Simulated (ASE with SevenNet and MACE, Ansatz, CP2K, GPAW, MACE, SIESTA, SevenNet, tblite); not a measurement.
## Machine-learned potentials on H-capped Sn nanocrystal (sphere) (80 atoms): settings against a plane-wave reference

Wanted: machine-learned potentials inputs and outputs for H-capped Sn nanocrystal (sphere) (80 atoms), checked against a plane-wave reference.

Calculated with ASE with SevenNet and MACE; the method is named at each step.

### Step 1. The structure

The cell holds 80 atoms: 38 Sn and 42 H. Its edges and angles: a = 25.330 Å, b = 25.330 Å, c = 25.330 Å, α = 90.0°, β = 90.0°, γ = 90.0°. It derives from Sn (diamond-structure). Sphere of size parameter 7.19 Å cut from diamond-structure Sn (a = 6.489 Å), atoms with fewer than two neighbours dropped, broken bonds capped with H, 12 Å of vacuum. Then every atom was moved at random, 0.02 Å r.m.s. a Cartesian component (hydrogen 0.6 of that). Regions: crystal, 38 atoms (38 Sn); hydrogen, 42 atoms (42 H). Vacuum lies along a, b and c.

The yardstick, on the same geometry:

| Item | Value |
| --- | --- |
| method | Kohn-Sham DFT, PBE, PAW, plane waves (Ansatz 0.2.0); cutoff 420 eV, Γ point, fermi-dirac smearing of 0.05 eV; PAW set soft_2 |
| r.m.s. force component | 0.3283 eV/Å |
| longest force | 1.172 eV/Å |
| gap (highest filled to lowest empty level) | 2.454 eV |
| SCF cycles | 10 |
| time | 2 min on 16 threads of Arm Neoverse N1, shared host |
| CPU time | 30 min |

### Step 2. SevenNet 0 potential

Method: machine-learned interatomic potential SevenNet 0, trained on PBE(+U) plane-wave data.

Input file run.py:

```python
import numpy as np
from ase.io import read
import mlip  # loads the published weights by name

atoms = read("structure.xyz")
atoms.calc = mlip.calc("7net-0")
energy = atoms.get_potential_energy()
forces = atoms.get_forces()
print(f"energy {energy:.6f} eV")
print("forces (eV/A)")
for i, (a, f) in enumerate(zip(atoms, forces)):
    print(f"{i:4d} {a.symbol:2s} {f[0]:10.5f} {f[1]:10.5f} {f[2]:10.5f}")
```

Input file structure.xyz:

```xyz
80
Lattice="25.33029 0.00000 0.00000 0.00000 25.33029 0.00000 0.00000 0.00000 25.33029" Properties=species:S:1:pos:R:3 pbc="T T T"
Sn 7.01421 10.21951 10.22558
Sn 10.25370 7.03042 10.22558
Sn 10.20709 10.24205 7.05347
Sn 8.62572 8.57202 11.91486
Sn 10.24332 10.18987 13.49015
Sn 8.65409 11.88371 8.64776
Sn 10.20228 13.49421 10.25142
Sn 6.98837 13.44760 13.45925
Sn 8.57988 11.86977 15.12142
Sn 10.21267 13.46178 16.70659
Sn 8.58444 15.07735 11.88447
Sn 10.23268 16.69418 13.45013
Sn 11.85838 8.64042 8.57228
Sn 13.47090 10.22128 10.23293
Sn 13.41897 7.04739 13.48103
Sn 11.84596 8.63662 15.06848
Sn 13.50231 10.24281 16.73826
Sn 15.08115 8.64599 11.87687
Sn 16.73724 10.21064 13.49091
Sn 13.42911 13.52384 6.99420
Sn 11.85103 15.10065 8.59913
Sn 13.40834 16.73091 10.18759
Sn 15.09229 11.88269 8.63712
Sn 16.74535 13.43924 10.20532
Sn 11.84571 11.88421 11.83431
Sn 13.48331 13.49167 13.47039
Sn 11.82899 15.07076 15.09407
Sn 13.46812 16.69469 16.77422
Sn 15.10800 11.87256 15.07634
Sn 16.70305 13.47774 16.69266
Sn 15.08520 15.10774 11.85128
Sn 16.70558 16.76029 13.48939
Sn 11.82013 11.86572 18.38574
Sn 15.10369 15.13080 18.34293
Sn 11.84875 18.37029 11.85103
Sn 15.12016 18.39916 15.09153
Sn 18.35534 11.83077 11.83634
Sn 18.34800 15.09027 15.07304
H 6.00632 9.26886 9.23720
H 6.03621 11.22714 11.23702
H 9.24708 5.99441 9.26025
H 11.21169 5.98681 11.21980
H 11.23905 11.19624 6.00353
H 9.27367 9.23542 5.98124
H 7.59174 7.62771 12.88856
H 7.63911 12.82295 7.60415
H 6.02709 14.44764 14.48234
H 6.01873 12.49872 12.47998
H 7.62695 10.84440 16.08777
H 9.20528 14.45118 17.69954
H 7.63759 16.08397 10.85884
H 9.21161 17.70613 14.46334
H 12.84372 7.60390 7.63100
H 14.46461 5.98403 14.48031
H 12.46909 6.01468 12.47593
H 10.83225 7.61099 16.08676
[... 20 atom lines left out ...]
H 19.31612 10.82971 10.90697
H 19.32828 12.82650 12.86525
H 19.30573 16.03610 16.11006
H 19.30573 14.11910 14.10365
```

Command:

```
> OMP_NUM_THREADS=1 python run.py > output.txt
```

Output:

```text
energy -271.811676 eV
forces (eV/A)
   0 Sn   -0.04384   -0.08059    0.08181
   1 Sn   -0.22238   -0.39738   -0.15427
   2 Sn    0.00689   -0.06168   -0.84266
   3 Sn   -0.20354    0.07389   -0.26370
   4 Sn   -0.07372    0.71680   -0.17981
   5 Sn   -0.42220   -0.04807   -0.17764
   6 Sn    0.32633    0.13829    0.07767
   7 Sn   -0.07480    0.45364    0.54898
   8 Sn    0.14321   -0.36257   -0.29343
   9 Sn    0.04677    0.14260    0.26043
  10 Sn   -0.06848    0.12298   -0.25909
  11 Sn   -0.10854    0.36087    0.33234
  12 Sn    0.13985   -0.22360    0.17106
  13 Sn   -0.10189    0.25539    0.06525
  14 Sn    0.68164   -0.72830    0.28654
  15 Sn   -0.15738   -0.24644    0.69868
  16 Sn   -0.32858    0.28545   -0.14909
  17 Sn    0.07361   -0.26174   -0.21163
  18 Sn   -0.16982    0.42364   -0.21367
  19 Sn    0.34500   -0.24421   -0.08767
  20 Sn   -0.44411   -0.06967    0.00527
  21 Sn    0.58556    0.20522    0.23519
  22 Sn   -0.11775   -0.34448   -0.45862
  23 Sn    0.00113    0.37776    0.32606
[...]
72 H    -0.32115    0.13268   -0.29467
  73 H     0.05194    0.32052    0.05149
  74 H     0.37571    0.21484    0.36483
  75 H     0.30359    0.02404    0.30482
  76 H     0.21506   -0.34738   -0.34561
  77 H    -0.04014   -0.33392   -0.34946
  78 H     0.03395    0.19748    0.17919
  79 H     0.30903   -0.00115   -0.04514
```

Elapsed: 16 s, on 1 thread of Arm Neoverse N1, shared host; peak memory 0.67 GiB.

Banners, paths, timers and routine set-up lines are dropped from the logs unmarked, and long logs keep their key lines alone; longer cuts are marked.

Against the reference:

```yaml
r_m_s_force_component: 0.2448 eV/Å
r_m_s_difference_of_force_components: 173.4 meV/Å
longest_difference_of_force_vectors: 717 meV/Å
force_difference_over_r_m_s_force: 52.83 %
slope_of_forces_against_the_reference_s: 0.6385
correlation_of_force_components: 0.8562
```

Length of the force difference by element (eV/Å):

```csv
element,atoms,mean,most
H,42,0.21,0.56
Sn,38,0.31,0.72
```

Local excerpt of 13 atoms (numbers count through the whole input) about Sn15, which bears the longest force; x, y, z are measured from there.

```csv
atom,x,y,z,distance (Å),Fx,Fy,Fz (eV/Å)
Sn15,0.00,0.00,0.00,0.00,0.68,-0.73,0.29
H55,-0.95,-1.03,-1.01,1.73,0.19,-0.03,0.19
H54,1.05,-1.06,1.00,1.80,-0.30,0.40,-0.25
Sn16,-1.57,1.59,1.59,2.74,-0.16,-0.25,0.70
Sn18,1.66,1.60,-1.60,2.81,0.07,-0.26,-0.21
H42,-2.21,-1.06,-2.26,3.33,-0.17,0.02,-0.22
H56,-2.59,0.56,2.61,3.71,0.09,0.09,-0.08
H58,2.66,0.59,-2.61,3.77,0.02,-0.03,-0.03
Sn5,-3.18,3.14,0.01,4.47,-0.07,0.72,-0.18
Sn2,-3.17,-0.02,-3.26,4.54,-0.22,-0.40,-0.15
Sn14,0.05,3.17,-3.25,4.54,-0.10,0.26,0.07
Sn17,0.08,3.20,3.26,4.56,-0.33,0.29,-0.15
Sn19,3.32,3.16,0.01,4.58,-0.17,0.42,-0.21
```

Atoms are counted from 1 here, from 0 in the log.

Forces lie 53 % from the reference's, at 0.0070 times its CPU time (on 1 against 16 cores).

### Step 3. MACE MP-0b3 medium potential

Method: machine-learned interatomic potential MACE MP-0b3 medium, trained on PBE(+U) plane-wave data.

Edit run.py of step 2 so:

```diff
@@ -5,3 +5,3 @@
 atoms = read("structure.xyz")
-atoms.calc = mlip.calc("7net-0")
+atoms.calc = mlip.calc("mace-mp-0b3-medium")
 energy = atoms.get_potential_energy()
```

structure.xyz is that of step 2.

Output:

```text
energy -274.528679 eV
forces (eV/A)
   0 Sn    0.01610    0.29490    0.55301
   1 Sn    0.04323   -0.52672    0.16077
   2 Sn    0.31369    0.22929   -1.11158
   3 Sn    0.07382    0.40014   -0.76099
   4 Sn   -0.22378    0.73701   -0.10892
   5 Sn   -0.32060   -0.36412    0.05297
   6 Sn    0.34316    0.25138    0.03401
   7 Sn   -0.16545    0.23120    0.38027
   8 Sn    0.48767    0.01922   -0.64474
   9 Sn    0.28283   -0.19639    0.07755
  10 Sn    0.19302   -0.10134    0.07903
  11 Sn    0.11447    0.22571    0.02362
  12 Sn   -0.21205    0.00406    0.51793
  13 Sn   -0.04074    0.21828   -0.01397
  14 Sn    0.62618   -1.10603    0.01674
  15 Sn    0.09077   -0.00569    0.71962
  16 Sn   -0.84461    0.67761   -0.50636
  17 Sn   -0.12586   -0.07288    0.13440
  18 Sn   -0.56917    0.86060   -0.71289
  19 Sn    0.13678   -0.73240   -0.14594
  20 Sn   -0.19359   -0.31083    0.31621
  21 Sn    0.31837   -0.01891    0.51802
  22 Sn   -0.37291   -0.02223   -0.35856
  23 Sn   -0.30652    0.04702    0.67495
[...]
72 H    -0.66730    0.26207   -0.64395
  73 H     0.75764    0.27380    0.75642
  74 H     0.77341    0.43763    0.80727
  75 H    -0.31186   -0.08702   -0.29556
  76 H     0.40034   -0.79104   -0.76124
  77 H    -0.18094    0.22444    0.18377
  78 H     0.14654    0.48357    0.48733
  79 H     0.24961   -0.65253   -0.70308
```

Run time: 15 s. Hardware: 1 thread; peak memory 0.73 GiB.

Compared with the plane-wave run:

| Property | Result |
| --- | --- |
| r.m.s. force component | 0.4348 eV/Å |
| r.m.s. difference of force components | 248.8 meV/Å |
| longest difference of force vectors | 567.8 meV/Å |
| force difference over r.m.s. force | 75.78 % |
| slope of forces against the reference's | 1.09 |
| correlation of force components | 0.8229 |

Against the first run (53 %), the force difference from the reference is 76 %, at 1.0 times the CPU time.

### Step 4. MACE MP-0b2 small potential

Method: machine-learned interatomic potential MACE MP-0b2 small, trained on PBE(+U) plane-wave data.

Edit run.py of step 3 so:

```diff
@@ -5,3 +5,3 @@
 atoms = read("structure.xyz")
-atoms.calc = mlip.calc("mace-mp-0b3-medium")
+atoms.calc = mlip.calc("mace-mp-0b2-small")
 energy = atoms.get_potential_energy()
```

structure.xyz is that of step 3.

Output:

```text
energy -253.128146 eV
forces (eV/A)
   0 Sn    1.30242    0.09074    0.16523
   1 Sn    0.01108    0.99166   -0.01661
   2 Sn    0.01107    0.13873    0.69204
   3 Sn    0.23527    0.27976   -1.03891
   4 Sn   -0.01064    0.70907   -0.20482
   5 Sn   -0.06166   -0.91354    0.17849
   6 Sn    0.32994    0.19111    0.16810
   7 Sn    1.34669    0.20220    0.26500
   8 Sn    0.35326    0.40374   -0.51517
   9 Sn    0.30742   -0.49805   -0.04732
  10 Sn    0.17853   -0.22903    0.49188
  11 Sn    0.20238   -0.00011   -0.38466
  12 Sn   -0.78665    0.18745    0.41421
  13 Sn   -0.07055    0.26355    0.12155
  14 Sn    0.35197    0.79651    0.17380
  15 Sn    0.51337   -0.02319    0.21987
  16 Sn   -0.69989    0.47979   -0.31738
  17 Sn   -0.20979    0.06189    0.46552
  18 Sn   -0.40220    0.59654   -0.75821
  19 Sn   -0.05907   -0.10474    1.27059
  20 Sn    0.32993   -0.40203    0.26372
  21 Sn   -0.24418   -0.08989    0.44941
  22 Sn   -0.29411    0.31867    0.00600
  23 Sn   -0.21650   -0.39845    0.49804
[...]
72 H    -0.09524    0.66997   -0.09523
  73 H     0.57002    0.79872    0.54860
  74 H     0.11167    0.72885    0.21974
  75 H    -0.42434    0.58178   -0.30913
  76 H     0.71715   -0.21861   -0.15032
  77 H     0.51759    0.36977    0.39845
  78 H     0.57438   -0.00002    0.05750
  79 H     0.76785   -0.56073   -0.51716
```

Elapsed: 13 s, on 1 thread; peak memory 0.67 GiB.

Against the reference:

| Quantity | Value |
| --- | --- |
| r.m.s. force component | 0.4862 eV/Å |
| r.m.s. difference of force components | 397.9 meV/Å |
| longest difference of force vectors | 1656 meV/Å |
| force difference over r.m.s. force | 121.2 % |
| slope of forces against the reference's | 0.8618 |
| correlation of force components | 0.582 |

Against the first run (53 %), the force difference from the reference is 121 %, at 0.88 times the CPU time.

### Step 5. Side by side

Differences are against the plane-wave reference, forces as r.m.s. over components; share is that over the reference's r.m.s. force, slope the least-squares factor from reference forces to these. Total energies of different programs have different zeros and aren't compared.

```csv
run,"Δ force, r.m.s. (meV/Å)",share (%),slope,cores,CPU time,memory (GiB)
reference,-,-,-,16,30 min,17
SevenNet 0 potential,173,52.8,0.638,1,13 s,0.67
MACE MP-0b3 medium potential,249,75.8,1.090,1,13 s,0.73
MACE MP-0b2 small potential,398,121,0.862,1,11 s,0.67
```

Times of the machine-learned potentials are mostly Python's start and the loading of weights.

CPU time is summed over cores on a shared host, where runs went side by side, so it is rough. Symmetry, cutoffs, thresholds, outputs and thread counts weren't matched or tuned between programs; memory under MPI is the largest rank's times the ranks.

A second geometry, displaced anew (every atom was moved at random, 0.06 Å r.m.s. a Cartesian component (hydrogen 0.6 of that)), gives an energy difference that all programs can be tested on. The reference puts it at 32.38 meV/atom.

```csv
run,energy less the first geometry's (meV/atom),error (meV/atom),force share at the second geometry (%)
SevenNet 0 potential,26.06,-6.32,33.7
MACE MP-0b3 medium potential,30.03,-2.35,31.7
MACE MP-0b2 small potential,14.95,-17.4,60.0
```

### Step 6. Summary of results

```yaml
nearest_in_forces: SevenNet 0 potential, 53 %
its_cpu_time: 13 s
```

In words: Machine-learned potentials differ by 53 % (SevenNet 0 potential) to 121 % (MACE MP-0b2 small potential); they were trained on other programs' data. Among those trained on PBE data the slope goes as low as 0.64, with a correlation of 0.86, so directions differ as well as sizes. The energy difference between the two geometries, 32.4 meV/atom in the reference, is met best by MACE MP-0b3 medium potential (-2.35) and worst by MACE MP-0b2 small potential (-17.4).

[Also dropped from logs without a mark: logging warnings of Python, and SIESTA's first energy breakdown and zero terms.]

[Logs are printed without paths, hosts, clocks, repeated set-up lines and the standing remarks that a program may print on its own settings, such as how far it seeks lower states.]

[Hosts, paths, dates, database ids (printed as entryN), source tags and the programs' standing remarks are cut or masked in the printed files.]
